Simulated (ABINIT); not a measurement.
## TlAsF6 (R-3): a self-consistent loop beyond G0W0, cycle by cycle

How far does self-consistency move the gap of TlAsF6 (R-3)?

Main program and level: ABINIT 10.8.3; PBEsol and many-body steps on it, plane waves.

### Step 1. Set-up

It takes space group R-3 (No. 148, trigonal). Conventional cell: a = 7.441 Å, b = 7.441 Å, c = 7.448 Å, α = 90.00°, β = 90.00°, γ = 120.00°. Nearest to Tl lie 6 F at 2.95 Å. As has 6 F at 1.75 Å nearest. F has 1 As at 1.75 Å nearest. Farther neighbours and most contacts between anions are not listed.

The cell and positions are those that the Materials Project relaxed with its own functionals (PBE, PBE+U or r2SCAN), kept fixed. Spin-orbit coupling is left out unless a step names it.

### Step 2. Empty states on the mesh, 2×2×2 mesh, 167 bands

This step: ABINIT 10.8.3; DFT, PBEsol, plane waves, norm-conserving pseudopotentials.

The sums over transitions need many empty states on a uniform mesh; this step solves for them.

Input file run.abi:

```
acell 3*1.0 Angstrom
rprim 
  3.720723898783 2.148160944528 2.482723275713
  -3.720723898783 2.148160944528 2.482723275713
  0.000000000000 -4.296321889101 2.482723275674
ntypat 3
znucl 81 33 9
natom 8
typat 1 2 3 3 3 3 3 3
xred 
  0.000000000000 0.000000000000 0.000000000000
  0.500000000000 0.500000000000 0.500000000000
  0.698048100000 0.789498230000 0.423038160000
  0.789498230000 0.423038160000 0.698048100000
  0.210501770000 0.576961840000 0.301951900000
  0.423038160000 0.698048100000 0.789498230000
  0.576961840000 0.301951900000 0.210501770000
  0.301951900000 0.210501770000 0.576961840000
pp_dirpath "pseudos"
pseudos "Tl.upf, As.upf, F.upf"
ecut 44
ngkpt 2 2 2
nshiftk 1
shiftk 0 0 0
kptopt 1
chksymbreak 0
iscf -2
irdden 1
istwfk *1
nband 167
nbdbuf 14
tolwfr 1e-09
nstep 60
prtvol 0
indata_prefix "in"
outdata_prefix "out"
tmpdata_prefix "tmp"
```

Launch:

```
$ OMP_NUM_THREADS=2 mpirun -n 4 abinit run.abi > log
```

Numbers of over 12 decimals in the logs are rounded to 6 here.

The program printed:

```text
.Version 10.8.3 of ABINIT. v10.8.2 released Aug 2026.

 Symmetries : space group R-3 (#148); Bravais hR (rhombohedral)
[... echo of the input left out ...]
== DATASET  1 ==================================================================
-   mpi_nproc: 4, omp_nthreads: 2 (-1 if OMP is not activated)

--- !DatasetInfo
iteration_state: {dtset: 1, }
dimensions: {natom: 8, nkpt: 4, mband: 167, nsppol: 1, nspinor: 1, nspden: 1, mpw: 11210, }
cutoff_energies: {ecut:  44.0, pawecutdg:  -1.0, }
[...]
1.95208    1.95208    1.96028    1.97599    1.97599    1.98724    2.00198    2.00774
   2.00774    2.04109    2.04109    2.04358    2.04723    2.07952    2.07952    2.08201
   2.08275    2.08397    2.08397    2.11380    2.11693    2.12003    2.12033
 prteigrs : prtvol=0 or 1, do not print more k-points.

== END DATASET(S) ==============================================================
================================================================================

 -outvars: echo values of variables after computation  --------
            nband         167
             nkpt           4
          spgroup         148
 [... the other variables as echoed above ...]

 Calculation completed.
```

Run time: 2.8 min. Hardware: 4 MPI ranks of Arm Neoverse N1, shared host; peak memory 0.54 GiB; 18 min of CPU time.

Numbers from this step:

```
gap                                                           : 4.749 eV
k of the valence top                                          : 0.5, 0.5, 0
k of the conduction bottom                                    : 0.5, 0, 0
least direct gap                                              : 4.777 eV
k points computed                                             : 4
lowest point of the top converged band, above the valence top : 53.6432 eV
```

On this mesh the gap is 4.749 eV.

The density comes from a self-consistent run that is not shown.

### Step 3. Screening, 2×2×2 mesh, 153 bands, screening to 130.6 eV

The RPA dielectric matrix is built and inverted for each q.

This step: RPA screening on PBEsol, plane waves, norm-conserving pseudopotentials.

Edit run.abi of step 2 so:

```diff
@@ -26,10 +26,11 @@
 chksymbreak 0
-iscf -2
-irdden 1
 istwfk *1
-nband 167
-nbdbuf 14
-tolwfr 1e-09
-nstep 60
-prtvol 0
+occopt 1
+irdwfk 1
+optdriver 3
+nband 153
+ecuteps 4.8
+inclvkb 2
+awtr 1
+symchi 1
 indata_prefix "in"
```

Launch:

```
$ OMP_NUM_THREADS=1 mpirun -n 8 abinit run.abi > log
```

The program printed:

```text
.Version 10.8.3 of ABINIT. v10.8.2 released Aug 2026.

 Symmetries : space group R-3 (#148); Bravais hR (rhombohedral)
[... echo of the input left out ...]
== DATASET  1 ==================================================================
-   mpi_nproc: 8, omp_nthreads: 1 (-1 if OMP is not activated)

--- !DatasetInfo
iteration_state: {dtset: 1, }
dimensions: {natom: 8, nkpt: 4, mband: 153, nsppol: 1, nspinor: 1, nspden: 1, mpw: 11210, }
cutoff_energies: {ecut:  44.0, pawecutdg:  -1.0, }
electrons: {nelect:   8.60000000E+01, charge:   0.00000000E+00, occopt:   1.00000000E+00, tsmear:   1.00000000E-02, }

 SCREENING: Calculation of the susceptibility and dielectric matrices

 Based on a program developped by R.W. Godby, V. Olevano, G. Onida, and L. Reining.
 Incorporated in ABINIT by V. Olevano, G.-M. Rignanese, and M. Torrent.
.Using double precision arithmetic ; gwpc =  8

[... cell and pseudopotentials left out ...]
--------------------------------------------------------------------------------

 ==== K-mesh for the wavefunctions ====
 Number of points in the irreducible wedge :     4
[... list of points left out ...]
 Together with  6 symmetry operations and time-reversal symmetry
 yields     8 points in the full Brillouin Zone.

 ==== Q-mesh for the screening function ====
 Number of points in the irreducible wedge :     4
[... list of points left out ...]
 Together with  6 symmetry operations and time-reversal symmetry
 yields     8 points in the full Brillouin Zone.

 setmesh: FFT mesh size selected  =    40x   40x   40
          total number of points  =        64000

 vcoul_init : cutoff-mode = AUXILIARY_FUNCTION
 q-points for optical limit:   1
     1)      0.000010    0.000020    0.000030

- screening: taking advantage of time-reversal symmetry
- Maximum band index for partially occupied states nbvw = 43
- Remaining bands to be divided among processors   nbcw = 110
- Number of bands treated by each node ~13

 Number of electrons calculated from density =   86.0000; Expected =   86.0000
 average of density, n =  0.107036
 r_s =    1.3066
 omega_plasma =   31.5587 [eV]

 calculating chi0 at frequencies [eV] :
  1    0.000000E+00    0.000000E+00
  2    0.000000E+00    3.155874E+01

--------------------------------------------------------------------------------
  q-point number  1        q = ( 0.000000, 0.000000, 0.000000) [r.l.u.]
--------------------------------------------------------------------------------
[... chi0 elements left out ...]
 For q-point:  0.000010 0.000020 0.000030
  dielectric constant =   2.4581
  dielectric constant without local fields =   2.8702

  Average fulfillment of the sum rule on Im[epsilon] for q-point    1 :     40.37  [%]
[... wings left out ...]
  q-point number  2        q = ( 0.500000, 0.000000, 0.000000) [r.l.u.]
--------------------------------------------------------------------------------
[... chi0 elements left out ...]
  Average fulfillment of the sum rule on Im[epsilon] for q-point    2 :     45.89  [%]

 [... 2 further q-points ...]
```

The job ended after 3 min (8 MPI ranks; peak memory 3.4 GiB).

Numbers from this step:

| Item | Value |
| --- | --- |
| ε∞ with local fields, on this mesh, along the program's q direction | 2.458 |
| the same without local fields | 2.870 |
| plasma frequency | 31.56 eV |
| plane waves in the screening matrix | 407 |

Local fields lower ε∞ by 14 %. On a Γ-centred mesh this coarse the value itself is usually too large, while a short band sum pulls it down.

### Step 4. G0W0

The self-energy is evaluated for the states that the input lists, and the levels follow from it, in one-shot runs by the linearised quasiparticle equation.

This step: G0W0 on PBEsol, plane waves, norm-conserving pseudopotentials.

Edit run.abi of step 3 so:

```diff
@@ -29,8 +29,19 @@
 irdwfk 1
-optdriver 3
+optdriver 4
 nband 153
+gwcalctyp 0
+ecutsigx 44
+symsigma 1
+nkptgw 3
+kptgw 
+  0.5000000000 0.5000000000 0.0000000000
+  0.5000000000 0.0000000000 0.0000000000
+  0.0000000000 0.0000000000 0.0000000000
+bdgw 
+  42 45
+  42 45
+  41 45
 ecuteps 4.8
-inclvkb 2
-awtr 1
-symchi 1
+irdscr 1
+ppmodel 1
 indata_prefix "in"
```

The program printed:

```text
.Version 10.8.3 of ABINIT. v10.8.2 released Aug 2026.

 Symmetries : space group R-3 (#148); Bravais hR (rhombohedral)
[... echo of the input left out ...]
== DATASET  1 ==================================================================
-   mpi_nproc: 8, omp_nthreads: 1 (-1 if OMP is not activated)

--- !DatasetInfo
iteration_state: {dtset: 1, }
dimensions: {natom: 8, nkpt: 4, mband: 153, nsppol: 1, nspinor: 1, nspden: 1, mpw: 11210, }
cutoff_energies: {ecut:  44.0, pawecutdg:  -1.0, }
electrons: {nelect:   8.60000000E+01, charge:   0.00000000E+00, occopt:   1.00000000E+00, tsmear:   1.00000000E-02, }

 SIGMA: Calculation of the GW corrections

 Based on a program developped by R.W. Godby, V. Olevano, G. Onida, and L. Reining.
 Incorporated in ABINIT by V. Olevano, G.-M. Rignanese, and M. Torrent.
.Using double precision arithmetic ; gwpc =  8

[... cell and pseudopotentials left out ...]
--------------------------------------------------------------------------------

 ==== K-mesh for the wavefunctions ====
 Number of points in the irreducible wedge :     4
[... list of points left out ...]
 Together with  6 symmetry operations and time-reversal symmetry
 yields     8 points in the full Brillouin Zone.

 ==== Q-mesh for screening function ====
 Number of points in the irreducible wedge :     4
[... list of points left out ...]
 Together with  6 symmetry operations and time-reversal symmetry
 yields     8 points in the full Brillouin Zone.

 vcoul_init : cutoff-mode = AUXILIARY_FUNCTION
 q-points for optical limit:   1
     1)      0.000010    0.000020    0.000030
 setmesh: FFT mesh size selected  =    60x   60x   60
          total number of points  =       216000

 Number of electrons calculated from density =   86.0000; Expected =   86.0000
 average of density, n =  0.107036
 r_s =    1.3066
 omega_plasma =   31.5587 [eV]

 === KS Band Gaps ===
  >>>> For spin  1
   Minimum direct gap =   4.7772 [eV], located at k-point      :   0.5000  0.0000  0.0000
   Fundamental gap    =   4.7493 [eV], Top of valence bands at :   0.5000  0.5000  0.0000
                                       Bottom of conduction at :   0.5000  0.0000  0.0000
 SIGMA fundamental parameters:
 PLASMON POLE MODEL  1
 number of plane-waves for SigmaX                11127
 number of plane-waves for SigmaC and W            407
 number of plane-waves for wavefunctions         11127
 number of bands                                   153
 number of independent spin polarizations            1
 number of spinorial components                      1
 number of k-points in IBZ                           4
 number of q-points in IBZ                           4
 number of symmetry operations                       6
 number of k-points in BZ                            8
 number of q-points in BZ                            8
 number of frequencies for dSigma/dE                 9
 frequency step for dSigma/dE [eV]                0.25
 number of omega for Sigma on real axis              0
 max omega for Sigma on real axis  [eV]           0.00
 zcut for avoiding poles [eV]                     0.10

 EPSILON^-1 parameters (SCR file):
 dimension of the eps^-1 matrix on file            407
 dimension of the eps^-1 matrix used               407
 number of plane-waves for wavefunctions         11127
 number of bands                                   153
 number of q-points in IBZ                           4
 number of frequencies                               2
 number of real frequencies                          1
 number of imag frequencies                          1

 matrix elements of self-energy operator (all in [eV])

 Perturbative Calculation

--- !SelfEnergy_ee
iteration_state: {dtset: 1, }
kpoint     : [   0.500,    0.500,    0.000, ]
spin       : 1
KS_gap     :    5.486
QP_gap     :    9.918
Delta_QP_KS:    4.432
data: !SigmaeeData |
     Band     E0 <VxcDFT>   SigX SigC(E0)      Z dSigC/dE  Sig(E)    E-E0       E
       42  -0.556 -23.065 -30.886   5.686   0.806  -0.240 -24.786  -1.721  -2.277
       43   0.423 -16.869 -20.287   1.717   0.852  -0.173 -18.318  -1.450  -1.027
       44   5.909 -22.173 -16.652  -1.984   0.843  -0.186 -19.191   2.982   8.891
       45   7.240 -11.146  -6.798  -2.472   0.878  -0.138  -9.499   1.648   8.888

--- !SelfEnergy_ee
iteration_state: {dtset: 1, }
kpoint     : [   0.500,    0.000,    0.000, ]
spin       : 1
KS_gap     :    4.777
QP_gap     :    8.606
Delta_QP_KS:    3.829
data: !SigmaeeData |
     Band     E0 <VxcDFT>   SigX SigC(E0)      Z dSigC/dE  Sig(E)    E-E0       E
       42  -0.558 -22.941 -30.809   5.689   0.807  -0.240 -24.698  -1.757  -2.315
       43   0.395 -17.275 -20.899   1.923   0.850  -0.177 -18.721  -1.445  -1.050
[...]
--- !SelfEnergy_ee
iteration_state: {dtset: 1, }
kpoint     : [   0.000,    0.000,    0.000, ]
spin       : 1
KS_gap     :    6.156
QP_gap     :   10.656
Delta_QP_KS:    4.500
data: !SigmaeeData |
     Band     E0 <VxcDFT>   SigX SigC(E0)      Z dSigC/dE  Sig(E)    E-E0       E
[...]
43  -0.276 -20.491 -26.715   4.208   0.824  -0.214 -22.152  -1.661  -1.937
       44   5.880 -21.636 -16.248  -2.030   0.846  -0.182 -18.796   2.840   8.719
       45   7.950 -11.050  -6.454  -2.501   0.879  -0.138  -9.208   1.842   9.792

== END DATASET(S) ==============================================================
================================================================================

 -outvars: echo values of variables after computation  --------
           etotal      0.0000000000E+00
            nband         153
             nkpt           4
          spgroup         148
 [... the other variables as echoed above ...]

 Calculation completed.
```

Wall time 41 s (8 MPI ranks); peak memory 2.1 GiB.

This step gave:

```yaml
g0w0_gap_on_the_points_computed: 8.583 eV
starting_gap_on_the_mesh: 4.749 eV
k_of_the_valence_top: 0.5, 0.5, 0
k_of_the_conduction_bottom: 0.5, 0, 0
z_at_the_valence_top: 0.852
z_at_the_conduction_bottom: 0.857
least_direct_g0w0_gap_on_the_computed_points: 8.606 eV
```

The gap on the mesh goes from 4.75 eV to 8.58 eV, a correction of +3.83 eV.

### Step 5. evGW0, cycle 1

This step: evGW0 on PBEsol, plane waves, norm-conserving pseudopotentials.

Edit run.abi of step 4 so:

```diff
@@ -31,14 +31,16 @@
 nband 153
-gwcalctyp 0
+gwcalctyp 10
 ecutsigx 44
 symsigma 1
-nkptgw 3
+nkptgw 4
 kptgw 
+  0.0000000000 0.0000000000 0.0000000000
+  0.5000000000 0.0000000000 0.0000000000
   0.5000000000 0.5000000000 0.0000000000
-  0.5000000000 0.0000000000 0.0000000000
-  0.0000000000 0.0000000000 0.0000000000
+  0.5000000000 0.5000000000 0.5000000000
 bdgw 
-  42 45
-  42 45
-  41 45
+  20 54
+  20 54
+  20 54
+  20 54
 ecuteps 4.8
```

The program printed:

```text
.Version 10.8.3 of ABINIT. v10.8.2 released Aug 2026.

 Symmetries : space group R-3 (#148); Bravais hR (rhombohedral)
[... echo of the input left out ...]
== DATASET  1 ==================================================================
-   mpi_nproc: 8, omp_nthreads: 1 (-1 if OMP is not activated)

--- !DatasetInfo
iteration_state: {dtset: 1, }
dimensions: {natom: 8, nkpt: 4, mband: 153, nsppol: 1, nspinor: 1, nspden: 1, mpw: 11210, }
cutoff_energies: {ecut:  44.0, pawecutdg:  -1.0, }
electrons: {nelect:   8.60000000E+01, charge:   0.00000000E+00, occopt:   1.00000000E+00, tsmear:   1.00000000E-02, }

 SIGMA: Calculation of the GW corrections

 Based on a program developped by R.W. Godby, V. Olevano, G. Onida, and L. Reining.
 Incorporated in ABINIT by V. Olevano, G.-M. Rignanese, and M. Torrent.
.Using double precision arithmetic ; gwpc =  8

[... cell and pseudopotentials left out ...]
--------------------------------------------------------------------------------

 ==== K-mesh for the wavefunctions ====
 Number of points in the irreducible wedge :     4
[... list of points left out ...]
 Together with  6 symmetry operations and time-reversal symmetry
 yields     8 points in the full Brillouin Zone.

 ==== Q-mesh for screening function ====
 Number of points in the irreducible wedge :     4
[... list of points left out ...]
 Together with  6 symmetry operations and time-reversal symmetry
 yields     8 points in the full Brillouin Zone.

 vcoul_init : cutoff-mode = AUXILIARY_FUNCTION
 q-points for optical limit:   1
     1)      0.000010    0.000020    0.000030
 setmesh: FFT mesh size selected  =    60x   60x   60
          total number of points  =       216000

 Number of electrons calculated from density =   86.0000; Expected =   86.0000
[...]
--- !SelfEnergy_ee
iteration_state: {dtset: 1, }
kpoint     : [   0.500,    0.500,    0.000, ]
spin       : 1
KS_gap     :    5.486
QP_gap     :    9.918
Delta_QP_KS:    4.432
data: !SigmaeeData |
     Band     E_DFT   <VxcDFT>   E(N-1)  <Hhartree>   SigX  SigC[E(N-1)]    Z     dSigC/dE  Sig[E(N)]  DeltaE  E(N)_pert E(N)_diago
[...]
--- !SelfEnergy_ee
iteration_state: {dtset: 1, }
kpoint     : [   0.500,    0.500,    0.500, ]
spin       : 1
KS_gap     :    5.451
QP_gap     :    9.815
Delta_QP_KS:    4.364
data: !SigmaeeData |
     Band     E_DFT   <VxcDFT>   E(N-1)  <Hhartree>   SigX  SigC[E(N-1)]    Z     dSigC/dE  Sig[E(N)]  DeltaE  E(N)_pert E(N)_diago
[...]
53    15.466    -8.354    15.466    23.820    -3.150    -3.380     0.877    -0.141    -6.755     1.599    17.065    17.290
       54    15.620   -10.118    15.620    25.738    -4.570    -3.335     0.873    -0.145    -8.185     1.933    17.553    17.833

 New Fermi energy :        1.226362E-01 Ha ,    3.337101E+00 eV

 === QP Band Gaps ===
  >>>> For spin  1
   Minimum direct gap =   9.2583 [eV], located at k-point      :   0.5000  0.0000  0.0000
   Fundamental gap    =   9.2303 [eV], Top of valence bands at :   0.5000  0.5000  0.0000
                                       Bottom of conduction at :   0.5000  0.0000  0.0000

 writing QP data on file : out_QPS

 Convergence of QP corrections
 >>>>> For spin  1 <<<<<
.  kptgw no:  1; Maximum DeltaE = (  -1.495   0.001) for band index: 32
.  kptgw no:  2; Maximum DeltaE = (  -1.982   0.000) for band index: 31
.  kptgw no:  3; Maximum DeltaE = (  -1.749   0.001) for band index: 31
.  kptgw no:  4; Maximum DeltaE = (  -2.688  -0.001) for band index: 25

== END DATASET(S) ==============================================================
================================================================================

 -outvars: echo values of variables after computation  --------
           etotal      0.0000000000E+00
            nband         153
             nkpt           4
          spgroup         148
 [... the other variables as echoed above ...]

 Calculation completed.
```

It took 5.9 min on 8 MPI ranks; peak memory 6.2 GiB.

This step gave:

* quasiparticle gap on the mesh: 9.23 eV
* gap of the density functional on the mesh: 4.749 eV
* k of the valence top: 0.5, 0.5, 0
* k of the conduction bottom: 0.5, 0, 0
* Z at the valence top: 0.852
* Z at the conduction bottom: 0.857
* least direct quasiparticle gap on the computed points: 9.258 eV

Against G0W0 in ABINIT (2×2×2 mesh, 153 bands, screening to 130.6 eV, Godby-Needs plasmon pole), the gap moves by +0.647 eV. This first cycle still uses the starting levels; it takes the full correction, at all points of the mesh, and its linearised value is 8.583 eV.

### Step 6. evGW0, cycle 2

The corrected levels of the last cycle go back in.

Edit run.abi of step 5 so:

```diff
@@ -48,2 +48,3 @@
 ppmodel 1
+irdqps 1
 indata_prefix "in"
```

The program printed:

```text
.Version 10.8.3 of ABINIT. v10.8.2 released Aug 2026.

 Symmetries : space group R-3 (#148); Bravais hR (rhombohedral)
[... echo of the input left out ...]
== DATASET  1 ==================================================================
-   mpi_nproc: 8, omp_nthreads: 1 (-1 if OMP is not activated)

--- !DatasetInfo
iteration_state: {dtset: 1, }
dimensions: {natom: 8, nkpt: 4, mband: 153, nsppol: 1, nspinor: 1, nspden: 1, mpw: 11210, }
cutoff_energies: {ecut:  44.0, pawecutdg:  -1.0, }
[...]
.  kptgw no:  2; Maximum DeltaE = (   0.104   0.000) for band index: 31
.  kptgw no:  3; Maximum DeltaE = (   0.091   0.006) for band index: 26
.  kptgw no:  4; Maximum DeltaE = (   0.056   0.001) for band index: 25

== END DATASET(S) ==============================================================
================================================================================

 -outvars: echo values of variables after computation  --------
           etotal      0.0000000000E+00
            nband         153
             nkpt           4
          spgroup         148
 [... the other variables as echoed above ...]

 Calculation completed.
```

Wall time 6.3 min (8 MPI ranks); peak memory 6.2 GiB; 50 min of CPU time.

Numbers from this step:

```yaml
quasiparticle_gap_on_the_mesh: 8.927 eV
gap_of_the_density_functional_on_the_mesh: 4.749 eV
k_of_the_valence_top: 0.5, 0.5, 0
k_of_the_conduction_bottom: 0.5, 0, 0
least_direct_quasiparticle_gap_on_the_computed_points: 8.962 eV
```

Against the cycle before, the gap moves by −0.303 eV.

[end of part 1 of 3]

[Paths, hosts, dates, memory and timing lines, banners, echoed tables and standing remarks are left out of the program output.]

[Logs are printed without paths, hosts, clocks, repeated set-up lines and the standing remarks that a program may print on its own settings, such as how far it seeks lower states.]

[Runs of the session that timed out or met a known fault of the program may be left out.]

[Hosts, paths, dates, database ids (printed as entryN), source tags and the programs' standing remarks are cut or masked in the printed files.]

[G0W0 gaps are taken among the corrected bands and points alone; a level outside them can change the order at an edge.]

[Where Ansatz stands beside ABINIT at settings called matched, ABINIT's density can come from a denser mesh and the files from another edition; pairs whose starting gaps differed by over 0.03 eV were left out, so agreement reads better than it is.]
